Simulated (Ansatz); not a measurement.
## NMR shift of metallic Ruthenium from a Zeeman field

Wanted: spin susceptibility and spin part of the Knight shift of Ruthenium, from the response to a Zeeman field.

Program: Ansatz 0.2.0. Level of theory: DFT, PBE, plane-wave PAW, default files (PAW set soft_2), collinear spin, scalar-relativistic. Results are calculated unless marked as measured.

## 1. Set-up

The structure is hexagonal, space group P6_3/mmc (No. 194). The conventional cell has a = 2.706 Å, b = 2.706 Å, c = 4.282 Å, α = 90.00°, β = 90.00°, γ = 120.00°. Nearest to Ru lie 12 Ru at 2.65 to 2.71 Å.

The cell is an entry of the Crystallography Open Database; it need not be the form that is stable at ambient conditions.

## 2. The crystal in a Zeeman field

A field acting on the spins alone polarises the electrons at the Fermi level, and through exchange the cores. The spin density that this leaves at a nucleus gives the contact field (2μ₀/3) μB ρ_s, and its ratio to B is the isotropic contact shift K; the spin-dipolar anisotropy is not included. The field, 300 T, is far above laboratory fields so that the moment stands clear of numerical noise; it splits the spins by 35 meV, against a smearing of 100 meV. The net moment comes from states near the Fermi level, so the mesh must be dense.

The input, input.yaml:

```yaml
crystal:
  lattice:
    - [2.7058, 0.0, 0.0]
    - [-1.3529, 2.3432915376, 0.0]
    - [0.0, 0.0, 4.2819]
  atoms:
    - { symbol: Ru, position: [0.6666666667, 0.3333333333, 0.75] }
    - { symbol: Ru, position: [0.3333333333, 0.6666666667, 0.25] }
kpoints:
  mp_grid: { grid: [23, 23, 13] }
scf:
  lower_state_search: "off"
  occupations: { method: fermi_dirac, width: 0.1 }
  convergence: { dr2_threshold: 1.0e-10 }
hamiltonian:
  xc: pbe
output:
  efg: { contact_densities: true, quadrupole_moments_barn: { Ru: 0.079 } }
  forces: true
  dos: { de: 0.02 }
  write_density: true
  write_potential: true
  elf: true
  volumetric_format: npy
magnetization:
  spin_polarized: true
  magnetic_field: 300
```

Launch:

```console
> ansatz run input.yaml --threads 2 --pin off --max-ram 4096MiB --backend cpu --events-out ev --progress --plain --runs-dir out
```

Numbers of over 12 decimals in the logs are rounded to 6 here.

The program printed:

```text
[a pick of lines, long numbers rounded; other set-up, energy and force rows are left out]
Functional definition: PBE
Basis set: ecut = 420 eV, 537 PW (Γ), exchange–correlation on 40×40×60 points (8 copies of the dense FFT grid, shifted against one another)
Symmetry: 24 space group operations
k-points: 392 of 6877
SCF iter   1: F=—  HF=-11758.656117 eV  |F-HF|=—  |Δ(HF+E_count)|=         —  Δρ=6.19e-2 (↑6.09e-2 ↓6.19e-2)  dr2=3.98e0  dr2_m=1.10e-4  M=0.023 μB ∫|m|=0.023 μB  β_m=1.00  ethr=3.10e-3  ⟨swp⟩=5.0  Hψ=77605  notcnv=0  defer=57
preconditioner: auto → none  [metal: Δε(μ)=0.003 eV  Ē_g=11.506 eV  σ=0.100 eV  W_gap=0.01  n_scr=8 (ndim 8)  ℏωp=28.5 eV  f_vac=0.000  D(μ)=1.34/eV (n_scr^D=10)  sad-step TF]
SCF iter   2: F=—  HF=-11757.933070 eV  |F-HF|=—  |Δ(HF+E_count)|=   7.23e-1  Δρ=4.08e-2 (↑4.05e-2 ↓4.08e-2)  dr2=1.73e0  dr2_m=8.69e-6  M=0.029 μB ∫|m|=0.029 μB  β_m=1.00  ethr=3.10e-3  ⟨swp⟩=2.3  Hψ=32201  notcnv=0  defer=801
SCF iter   3: F=—  HF=-11754.441794 eV  |F-HF|=—  |Δ(HF+E_count)|=    3.49e0  Δρ=1.08e-1 (↑1.08e-1 ↓9.11e-2)  dr2=1.35e-1  dr2_m=2.45e0  M=3.399 μB ∫|m|=3.399 μB  ethr=3.10e-3  ⟨swp⟩=2.1  Hψ=32395  notcnv=0  defer=801
SCF iter   4: F=—  HF=-11756.719562 eV  |F-HF|=—  |Δ(HF+E_count)|=         —  Δρ=7.01e-2 (↑6.54e-2 ↓7.01e-2)  dr2=3.12e-2  dr2_m=1.12e0  M=0.995 μB ∫|m|=1.007 μB  β_m=0.30  ethr=4.22e-4  ⟨swp⟩=2.5  Hψ=41437  notcnv=0  defer=1169
SCF iter   5: F=—  HF=-11756.976165 eV  |F-HF|=—  |Δ(HF+E_count)|=   2.57e-1  Δρ=5.46e-2 (↑5.32e-2 ↓5.46e-2)  dr2=1.23e-2  dr2_m=7.15e-1  M=0.786 μB ∫|m|=0.801 μB  β_m=0.30  ethr=9.74e-5  ⟨swp⟩=1.1  Hψ=17953  notcnv=0  defer=1169
SCF iter   6: F=—  HF=-11757.141882 eV  |F-HF|=—  |Δ(HF+E_count)|=   1.66e-1  Δρ=4.26e-2 (↑4.26e-2 ↓4.26e-2)  dr2=1.12e-3  dr2_m=4.51e-1  M=0.626 μB ∫|m|=0.644 μB  β_m=0.30  ethr=3.85e-5  ⟨swp⟩=1.9  Hψ=23588  notcnv=0  defer=1169
SCF iter   7: F=—  HF=-11757.238769 eV  |F-HF|=—  |Δ(HF+E_count)|=   9.69e-2  Δρ=3.39e-2 (↑3.39e-2 ↓3.38e-2)  dr2=1.81e-5  dr2_m=2.85e-1  M=0.500 μB ∫|m|=0.519 μB  β_m=0.30  ethr=3.50e-6  ⟨swp⟩=2.2  Hψ=29277  notcnv=0  defer=1169
SCF iter   8: F=—  HF=-11757.298235 eV  |F-HF|=—  |Δ(HF+E_count)|=   5.95e-2  Δρ=2.70e-2 (↑2.70e-2 ↓2.69e-2)  dr2=1.10e-5  dr2_m=1.81e-1  M=0.401 μB ∫|m|=0.420 μB  β_m=0.30  ethr=5.65e-8  ⟨swp⟩=3.0  Hψ=40517  notcnv=0  defer=1169
SCF iter   9: F=—  HF=-11757.335660 eV  |F-HF|=—  |Δ(HF+E_count)|=   3.74e-2  Δρ=2.15e-2 (↑2.15e-2 ↓2.14e-2)  dr2=1.16e-5  dr2_m=1.15e-1  M=0.323 μB ∫|m|=0.341 μB  β_m=0.55  ethr=3.42e-8  ⟨swp⟩=3.3  Hψ=42449  notcnv=0  defer=1169
SCF iter  10: F=—  HF=-11757.398072 eV  |F-HF|=—  |Δ(HF+E_count)|=   6.24e-2  Δρ=3.18e-3 (↑3.01e-3 ↓3.18e-3)  dr2=1.07e-5  dr2_m=2.39e-3  M=0.077 μB ∫|m|=0.084 μB  β_m=0.82  ethr=3.42e-8  ⟨swp⟩=3.2  Hψ=44332  notcnv=0  defer=1169
SCF iter  11: F=—  HF=-11757.399524 eV  |F-HF|=—  |Δ(HF+E_count)|=   1.45e-3  Δρ=3.41e-4 (↑3.41e-4 ↓2.14e-4)  dr2=1.21e-5  dr2_m=1.70e-5  M=0.039 μB ∫|m|=0.039 μB  β_m=0.91  ethr=3.33e-8  ⟨swp⟩=3.0  Hψ=38954  notcnv=0  defer=1081
SCF iter  12: F=—  HF=-11757.399482 eV  |F-HF|=—  |Δ(HF+E_count)|=         —  Δρ=9.39e-4 (↑9.39e-4 ↓7.02e-4)  dr2=2.41e-5  dr2_m=1.65e-4  M=0.028 μB ∫|m|=0.028 μB  β_m=0.91  ethr=3.33e-8  ⟨swp⟩=5.0  Hψ=63817  notcnv=0  defer=268
SCF iter  13: F=—  HF=-11757.399564 eV  |F-HF|=—  |Δ(HF+E_count)|=   8.17e-5  Δρ=4.58e-4 (↑1.87e-4 ↓4.58e-4)  dr2=3.35e-5  dr2_m=2.19e-5  M=0.034 μB ∫|m|=0.034 μB  β_m=0.96  ethr=3.33e-8  ⟨swp⟩=2.0  Hψ=38400  notcnv=0  defer=253
SCF iter  14: F=—  HF=-11757.399580 eV  |F-HF|=—  |Δ(HF+E_count)|=   1.63e-5  Δρ=3.22e-4 (↑3.22e-4 ↓1.47e-4)  dr2=4.88e-5  dr2_m=3.11e-6  M=0.037 μB ∫|m|=0.037 μB  β_m=0.80  ethr=3.33e-8  ⟨swp⟩=2.0  Hψ=31331  notcnv=0  defer=253
SCF iter  15: F=—  HF=-11757.399565 eV  |F-HF|=—  |Δ(HF+E_count)|=   1.48e-5  Δρ=1.10e-5 (↑1.10e-5 ↓1.10e-5)  dr2=8.87e-11  dr2_m=3.01e-8  M=0.038 μB ∫|m|=0.038 μB  β_m=0.90  ethr=3.33e-8  ⟨swp⟩=2.0  Hψ=30786  notcnv=0  defer=253
SCF iter  16: F=—  HF=-11757.399565 eV  |F-HF|=—  |Δ(HF+E_count)|=   3.11e-7  Δρ=7.82e-7 (↑4.92e-7 ↓7.82e-7)  dr2=1.87e-10  dr2_m=3.24e-11  M=0.038 μB ∫|m|=0.038 μB  β_m=0.87  ethr=1.00e-12  ⟨swp⟩=3.0  Hψ=43668  notcnv=0  defer=253
SCF iter  17: F=-11757.399565 eV  HF=-11757.399565 eV  |F-HF|=9.09e-12  |Δ(HF+E_count)|=  2.18e-11  Δρ=1.66e-7 (↑1.66e-7 ↓1.22e-7)  dr2=1.26e-11  dr2_m=9.81e-13  M=0.038 μB ∫|m|=0.038 μB  β_m=0.90  ethr=1.00e-12  ⟨swp⟩=6.1  Hψ=85510  notcnv=0
SCF iter  18: F=-11757.399565 eV  HF=-11757.399565 eV  |F-HF|=1.82e-12  |Δ(HF+E_count)|=    0.00e0  Δρ=5.61e-8 (↑4.63e-8 ↓5.61e-8)  dr2=1.62e-12  dr2_m=4.80e-14  M=0.038 μB ∫|m|=0.038 μB  ethr=1.00e-12  ⟨swp⟩=3.5  Hψ=66400  notcnv=0
SCF converged after 18 iterations
Magnetization: 0.0381 μB (16.0191 up, 15.9809 down)
Absolute magnetization: 0.0381 μB (∫|ρ↑−ρ↓|)
Per-site moments (μB) at R_I (Å): [(0.017411, 1.093251), (0.017411, 1.093251)]
Free energy (F): -11757.399565 eV
Fermi energy:    23.542672 eV
--- Forces (eV/Å), atoms counted from 1 ---
--- PAW observables at the nuclei: V_zz in 10²¹ V/m², potentials from the cell's mean, atoms counted from 1 ---
  atom   1  Ru V_zz =    -1.083930   η = 0.0000   by run symmetry: allowed   C_q = -2.0705 MHz
            electrostatic potential = -6805.493975 V   contact ρ = 719498.404353 e/Å³   contact ρ_s (e/Å³): all electrons -0.040378, valence +0.051453
  atom   2  Ru V_zz =    -1.083930   η = 0.0000   by run symmetry: allowed   C_q = -2.0705 MHz
            electrostatic potential = -6805.493975 V   contact ρ = 719498.404353 e/Å³   contact ρ_s (e/Å³): all electrons -0.040378, valence +0.051453
--- Band table (eV; the first three rows and the last of 784) ---
  k-point 0 ↑: bands = ["-49.6322", "-49.4268", "-20.1200", "-19.1864", "-19.1864", "-19.0159", "-19.0159", "-18.9727", "15.5216", "17.3002", "20.9041", "20.9041", "21.0816", "21.5858", "21.5858", "22.1134", "22.1134", "24.6885", "24.6885", "24.7999", "33.8151", "38.3036", "40.7684", "41.4180"]
  k-point 1 ↑: bands = ["-49.6292", "-49.4299", "-20.1041", "-19.1839", "-19.1839", "-19.0184", "-19.0184", "-18.9902", "15.5884", "17.3226", "20.8608", "20.8608", "21.0480", "21.5457", "21.5457", "22.2092", "22.2092", "24.5699", "24.6933", "24.6933", "34.1131", "38.1504", "41.0551", "41.2209"]
  k-point 2 ↑: bands = ["-49.6206", "-49.4388", "-20.0572", "-19.1767", "-19.1767", "-19.0416", "-19.0258", "-19.0258", "15.7843", "17.3858", "20.7688", "20.7688", "20.9539", "21.4354", "21.4354", "22.4553", "22.4553", "23.9673", "24.6963", "24.6963", "34.9186", "37.8566", "40.7281", "41.7153"]
  k-point 391 ↓: bands = ["-49.3631", "-49.3619", "-19.8348", "-19.8304", "-19.5837", "-19.5404", "-19.1280", "-19.1226", "18.7756", "18.8342", "19.3713", "19.5653", "20.8191", "20.8372", "22.3083", "22.4897", "24.7684", "24.8190", "31.7535", "31.7928", "34.1101", "34.5589", "35.0136", "35.3086"]
```

Wall time 51 s (2 threads of Arm Neoverse N1, shared host); peak memory 0.61 GiB; 99 s of CPU time.

The moment is 0.0381 μB a cell, a spin susceptibility of 35.5 × 10⁻⁶ emu per mole of atoms. With 7.769 T for 1 e/Å³:

```csv
site,nucleus,contact shift (ppm),from valence states,rest (mostly cores)
Ru,99Ru,-1050,1330,-2380
```

The split depends on the files: semicore shells that they treat as valence count in the first part.

Spin density in the ac plane at fractional y = 0.333, with atoms of Ru within 0.2 Å of it.

Ten even steps from '0' (0.00 × 1e-2 e/Å³) to '9' (1.02 × 1e-2 e/Å³):
```
00000001111100
00000012333321
10000124555532
10000245677653
10001247899864
10001247899864
10000245677653
10000124555532
00000012333321
00000001111100
00000000000000
00000000000000
00000000000000
11111000000000
12222100000000
12332110000001
12332110000001
12222100000000
11111000000000
00000000000000
00000000000000
00000000000000
```
Columns run along a (2.7 Å), rows up along c (4.3 Å). Atoms in or near the plane, at fractional coordinates: Ru at (0.67, 0.75).

## 3. Is the response linear?

The shift is a ratio that holds only while the moment grows in step with the field, so the field is doubled.

input.yaml: that of step 2 with these lines changed.

```diff
@@ -19,9 +19,4 @@
   forces: true
-  dos: { de: 0.02 }
-  write_density: true
-  write_potential: true
-  elf: true
-  volumetric_format: npy
 magnetization:
   spin_polarized: true
-  magnetic_field: 300
+  magnetic_field: 600
```

The program printed:

```text
[a pick of lines, long numbers rounded; other set-up, energy and force rows are left out]
[...]
Basis set: ecut = 420 eV, 537 PW (Γ), exchange–correlation on 40×40×60 points (8 copies of the dense FFT grid, shifted against one another)
Symmetry: 24 space group operations
k-points: 392 of 6877
[...]
SCF converged after 16 iterations
Magnetization: 0.0763 μB (16.0382 up, 15.9618 down)
Absolute magnetization: 0.0763 μB (∫|ρ↑−ρ↓|, with the PAW one-centre terms)
Per-site moments (μB) at R_I (Å): [(0.034872, 1.093251), (0.034872, 1.093251)]
Free energy (F): -11757.400558 eV
Fermi energy:    23.542523 eV
--- Forces (eV/Å), atoms counted from 1 ---
[...]
atom   1  Ru V_zz =    -1.078068   η = 0.0000   by run symmetry: allowed   C_q = -2.0593 MHz
[...]
atom   2  Ru V_zz =    -1.078068   η = 0.0000   by run symmetry: allowed   C_q = -2.0593 MHz
[...]
```

The job ended after 35 s (2 threads; peak memory 0.61 GiB).

The moment goes from 0.0381 to 0.0763 μB, a factor of 2.00, and the shift of Ru from -1050 to -1050 ppm. The response is linear on all sites, to 3 % of the larger of shift and valence part or 3 ppm; the largest move is -0 ppm, on Ru.

## 4. Other settings

Each row names what differs in the settings from the first run, the PAW files staying the same unless named (PBE, default files (PAW set soft_2), mesh 23×23×13, fermi dirac smearing of 0.1 eV, cutoff 420 eV, 300 T). Shifts in ppm; times on 2 threads of Arm Neoverse N1, shared host.

```csv
run,time,χ_s (10⁻⁶ emu/mol),Ru
first run,51 s,35.5,-1050
fermi dirac 0.15 eV,47 s,37.4,-1070
gaussian 0.1 eV,42 s,32.0,-1020
PBEsol,44 s,34.6,-900
mesh 8×8×5,5.2 s,24.5,97
```

## 5. Summary of results

| Item | Value |
| --- | --- |
| 99Ru contact shift | -1050 ppm |
| spin susceptibility | 35.5 × 10⁻⁶ emu per mole of atoms |

**Reading.** The spin part of the Knight shift is -1050 ppm on Ru in the first run. Another form of smearing at the same width (gaussian) changes the shift of Ru by +21 ppm; it is narrower in effect than Fermi-Dirac smearing, so mesh noise enters. Widening the smearing to 0.15 eV changes the shift of Ru by -21 ppm. No row of the table has a finer mesh on this cell, so the value may still hold a sampling error; the coarser mesh 8×8×5 differs by +1143 ppm on Ru. Another functional changes the shift of Ru by +146 ppm (PBEsol). Over the rows of this table on the first cell the shift spans -1070 to 97 ppm on Ru. On Ru the runs differ even in sign. On Ru the cores give a negative part that outweighs the valence part, as is usual where d states carry the induced moment. 2 further runs of this session (failed, refused or on trial settings) are not shown. The orbital shift is left out; on d- and f-block metals such as Ru it can be large.

[Logs are printed without paths, hosts, clocks, repeated set-up lines and the standing remarks that a program may print on its own settings, such as how far it seeks lower states.]

[Hosts, paths, dates, database ids (printed as entryN), source tags and the programs' standing remarks are cut or masked in the printed files.]
